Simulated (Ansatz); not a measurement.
# amorphous Si: which shell does photoemission see at 21.2 and 1486.7 eV? (PBE, PAW set soft_1)

The valence band of amorphous Si mixes several shells. Work out by hand which one leads the spectrum's area at each photon energy.

Filled states come from the projected DOS of Ansatz 0.2.0 (PBE, plane waves); cross sections σ and asymmetry parameters β are those of free atoms in a Dirac–Hartree–Slater calculation. A shell's area is states × σ × angular factor, which is 1 + β·P₂(cos θ) for linear light, with θ = 10° from the polarisation and P₂ = 0.955.

**At 21.2 eV** (states counted from 11.2 eV below the zero; other shells add 0 to the products' sum of 39.8):

| shell | filled states a cell | cross section (Mb an electron) | β | angular factor | product | share by hand (%) | share in the simulated spectrum (%) |
| --- | --- | --- | --- | --- | --- | --- | --- |
| Si 3s | 42.78 | 0.129 | 2.00 | 2.91 | 16 | 40 | 40 |
| Si 3p | 93.82 | 0.148 | 0.75 | 1.71 | 23.8 | 60 | 60 |

**At 1486.7 eV** (states counted from 14.3 eV below the zero; other shells add 0 to the products' sum of 0.0892):

| shell | filled states a cell | cross section (Mb an electron) | β | angular factor | product | share by hand (%) | share in the simulated spectrum (%) |
| --- | --- | --- | --- | --- | --- | --- | --- |
| Si 3s | 46.90 | 0.000534 | 2.00 | 2.91 | 0.0729 | 82 | 82 |
| Si 3p | 95.04 | 8.81e-05 | 1.00 | 1.95 | 0.0163 | 18 | 18 |

Si 3p leads at 21.2 eV and Si 3s at 1486.7 eV. Between the two energies σ of Si 3p changes by a factor 6.0e-4 and that of Si 3s by 0.0041, so their ratio moves 7.0-fold in favour of the second. The simulated spectrum uses the same rule on the energy-resolved DOS, so the two share columns agree within a few points.

Only crystals where the two columns agree within 4 points and the lead is clear are worked in this form. Free-atom cross sections ignore the solid's final states, no escape depth or background enters, and the count of states a shell hangs on the projection.
